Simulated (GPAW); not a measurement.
# A GW chain in GPAW: YHSe (P-6m2)

How does a plane-wave GW calculation on YHSe (P-6m2) run from the first input to the gap?

Main program and level: GPAW 26.7.0; LDA and many-body steps on it, plane waves.

Report form: the programs' logs are mostly left out.

**1. Set-up**

The structure is hexagonal, space group P-6m2 (No. 187). Conventional cell: a = 3.841 Å, b = 3.841 Å, c = 3.916 Å, α = 90.00°, β = 90.00°, γ = 120.00°. Y has 3 H at 2.22 Å and 6 Se at 2.96 Å nearest. Nearest to H lie 3 Y at 2.22 Å. Nearest to Se lie 6 H at 2.96 Å and 6 Y at 2.96 Å. Farther neighbours and most contacts between anions are not listed.

The cell and positions are those that the Materials Project relaxed with its own functionals (PBE, PBE+U or r2SCAN), kept fixed.

**2. Ground state**

This step: GPAW 26.7.0; DFT, LDA, plane waves, PAW.

The ground-state density comes first.

Input file run.py:

```python
import json
import numpy as np
from gpaw.mpi import world
from ase import Atoms
from gpaw import GPAW, PW, FermiDirac

atoms = Atoms(['Y', 'H', 'Se'],
    cell=[[3.8409313358, 0.0000000000, 0.0000000000],
      [-1.9204656679, 3.3263441110, 0.0000000000],
      [0.0000000000, 0.0000000000, 3.9155495600]],
    scaled_positions=[[0.0000000000, 0.0000000000, 0.0000000000],
      [0.3333333333, 0.6666666667, 0.0000000000],
      [0.6666666667, 0.3333333333, 0.5000000000]],
    pbc=(True, True, True))
calc = GPAW(mode=PW(600),
    xc='LDA',
    kpts={'size': (6, 6, 6), 'gamma': True},
    occupations=FermiDirac(0.001),
    nbands=-7,
    convergence={'density': 1e-6, 'bands': -3},
    maxiter=100,
    txt='gs.txt')
atoms.calc = calc
res = {'energy': atoms.get_potential_energy()}
kpts = calc.get_ibz_k_points()
res['kpts'] = kpts
res['eigenvalues'] = [calc.get_eigenvalues(kpt=k) for k in range(len(kpts))]
res['n_electrons'] = calc.get_number_of_electrons()
calc.write('gs.gpw')

if world.rank == 0:
    with open('result.json', 'w') as f:
        json.dump(res, f, default=lambda x: x.tolist())
```

On the command line:

```console
$ mpirun -n 4 gpaw python run.py
```

It took 5.1 s on 4 MPI ranks of Arm Neoverse V2, shared host; peak memory 0.68 GiB.

Numbers from this step:

```yaml
total_energy: -17.55 eV
gap: 1.369 eV
k_of_the_valence_top: 0, 0, 0.5
k_of_the_conduction_bottom: 0, 0, 0
least_direct_gap: 1.745 eV
```

The gap is indirect, with the least direct gap 0.38 eV higher.

**3. Empty states on the mesh, 3×3×4 mesh, 123 bands**

The sums over transitions need many empty states on a uniform mesh; this step solves for them.

Input file run.py:

```python
import json
import numpy as np
from gpaw.mpi import world
from gpaw import GPAW

calc = GPAW('gs.gpw').fixed_density(kpts={'size': (3, 3, 4), 'gamma': True},
    parallel={'domain': 1, 'band': 1},
    txt='nscf.txt')
calc.diagonalize_full_hamiltonian(nbands=123)
calc.write('full.gpw', mode='all')
res = {}
kpts = calc.get_ibz_k_points()
res['kpts'] = kpts
res['eigenvalues'] = [calc.get_eigenvalues(kpt=k) for k in range(len(kpts))]
res['n_electrons'] = calc.get_number_of_electrons()

if world.rank == 0:
    with open('result.json', 'w') as f:
        json.dump(res, f, default=lambda x: x.tolist())
```

On the command line:

```console
$ mpirun -n 4 gpaw python run.py
```

It took 14 s on 4 MPI ranks; peak memory 1.5 GiB; 57 s of CPU time.

This step gave:

```yaml
gap: 1.369 eV
k_of_the_valence_top: 0, 0, 0.5
k_of_the_conduction_bottom: 0, 0, 0
least_direct_gap: 1.745 eV
k_points_computed: 9
lowest_point_of_the_top_converged_band_above_the_valence_top: 88.4132 eV
```

On this mesh the gap is 1.369 eV.

**4. Screening and self-energy, 3×3×4 mesh, 113 bands, screening to 100 eV**

G0W0 replaces the xc potential by the self-energy, built once from these orbitals. Only a window of levels is corrected, while the sums run over the empty bands that the input names.

This step: G0W0 on LDA, plane waves, PAW.

Input file run.py:

```python
import json
import numpy as np
from gpaw.mpi import world
from gpaw.response.g0w0 import G0W0

gw = G0W0('full.gpw',
    filename='gw',
    kpts=[0, 2],
    bands=(7, 11),
    ecut=100,
    nbands=113,
    integrate_gamma='WS',
    ppa=True)
gw.calculate()
res = {mode: {k: v for k, v in r.items() if k != 'sigma_eskwn'}
       for mode, r in gw.all_results.items()}

if world.rank == 0:
    with open('result.json', 'w') as f:
        json.dump(res, f, default=lambda x: x.tolist())
```

On the command line:

```console
$ mpirun -n 4 gpaw python run.py
```

Wall time 17 s (4 MPI ranks); peak memory 1.2 GiB; 67 s of CPU time.

Numbers from this step:

```
G0W0 gap on the points computed              : 2.452 eV
least direct G0W0 gap on the computed points : 3.096 eV
Z at the valence top                         : 0.7976
Z at the conduction bottom                   : 0.8102
starting gap on the mesh                     : 1.369 eV
k of the valence top                         : 0, 0, 0.5
k of the conduction bottom                   : 0, 0, 0
```

The gap on the mesh goes from 1.37 eV to 2.45 eV, a correction of +1.08 eV.

Limits: finite bands, cutoff and mesh; no spin-orbit coupling; coarse k mesh. v1 is the top filled band, c1 the lowest empty one. Levels before and after the correction, in eV, zero at the valence-band top of each column:

```csv
,conduction bottom,valence top
Kohn-Sham,1.37,0.00
G0W0,2.45,0.00
```

```csv
,level,energy (eV)
Kohn-Sham,Γ v2-v1,-1.555
Kohn-Sham,Γ c1,1.369
Kohn-Sham,Γ c2,3.742
Kohn-Sham,(0 0 0.5) v2,-1.139
Kohn-Sham,(0 0 0.5) v1,0.000
Kohn-Sham,(0 0 0.5) c1-c2,1.745
G0W0,Γ v2-v1,-1.356
G0W0,Γ c1,2.452
G0W0,Γ c2,5.142
G0W0,(0 0 0.5) v2,-0.953
G0W0,(0 0 0.5) v1,0.000
G0W0,(0 0 0.5) c1-c2,3.096
```

**5. Where the time went**

Times are wall times on 4 MPI ranks of Arm Neoverse V2, shared host, good to a factor of about two.

```csv
step,time,share,memory (GiB)
ground state,5.1 s,14 %,0.68
empty states on the mesh,14 s,40 %,1.5
screening and self-energy,17 s,46 %,1.2
```

**6. Outcome**

| Item | Value |
| --- | --- |
| LDA gap | 1.37 eV, indirect |
| G0W0 gap on the mesh | 2.45 eV |
| GW settings | 3×3×4 mesh, 113 bands, screening to 100 eV, Godby-Needs plasmon pole |
| known limits | not at the basis limit; no spin-orbit coupling; coarse k mesh |

G0W0 moves the gap on the mesh from 1.37 eV to 2.45 eV (+1.08 eV), with Z of 0.80 and 0.81 at the edges. Only 2 of the mesh's irreducible points were corrected, so a valley elsewhere could overtake. Bands and cutoff are finite, so the gap is not at the basis limit. The miss can reach some tenths of an eV and take either sign; the mesh is an error of its own. These stock PAW sets were not made for GW; the filled d or f shell of Se lies in the frozen core, which bears on start and correction. In the G0W0 run levels were corrected at 2 k points alone, so a gap called «on the mesh» is the least over those, and an edge elsewhere would be missed. The 3×3×4 mesh is coarse for this cell, which bears on the long-range parts of exchange and screening. The many-body steps are scalar-relativistic: spin-orbit coupling is not in them.

[Paths, hosts, dates, memory and timing lines, banners, echoed tables and standing remarks are left out of the program output.]

[Logs are printed without paths, hosts, clocks, repeated set-up lines and the standing remarks that a program may print on its own settings, such as how far it seeks lower states.]

[Runs of the session that timed out or met a known fault of the program may be left out.]

[Hosts, paths, dates, database ids (printed as entryN), source tags and the programs' standing remarks are cut or masked in the printed files.]
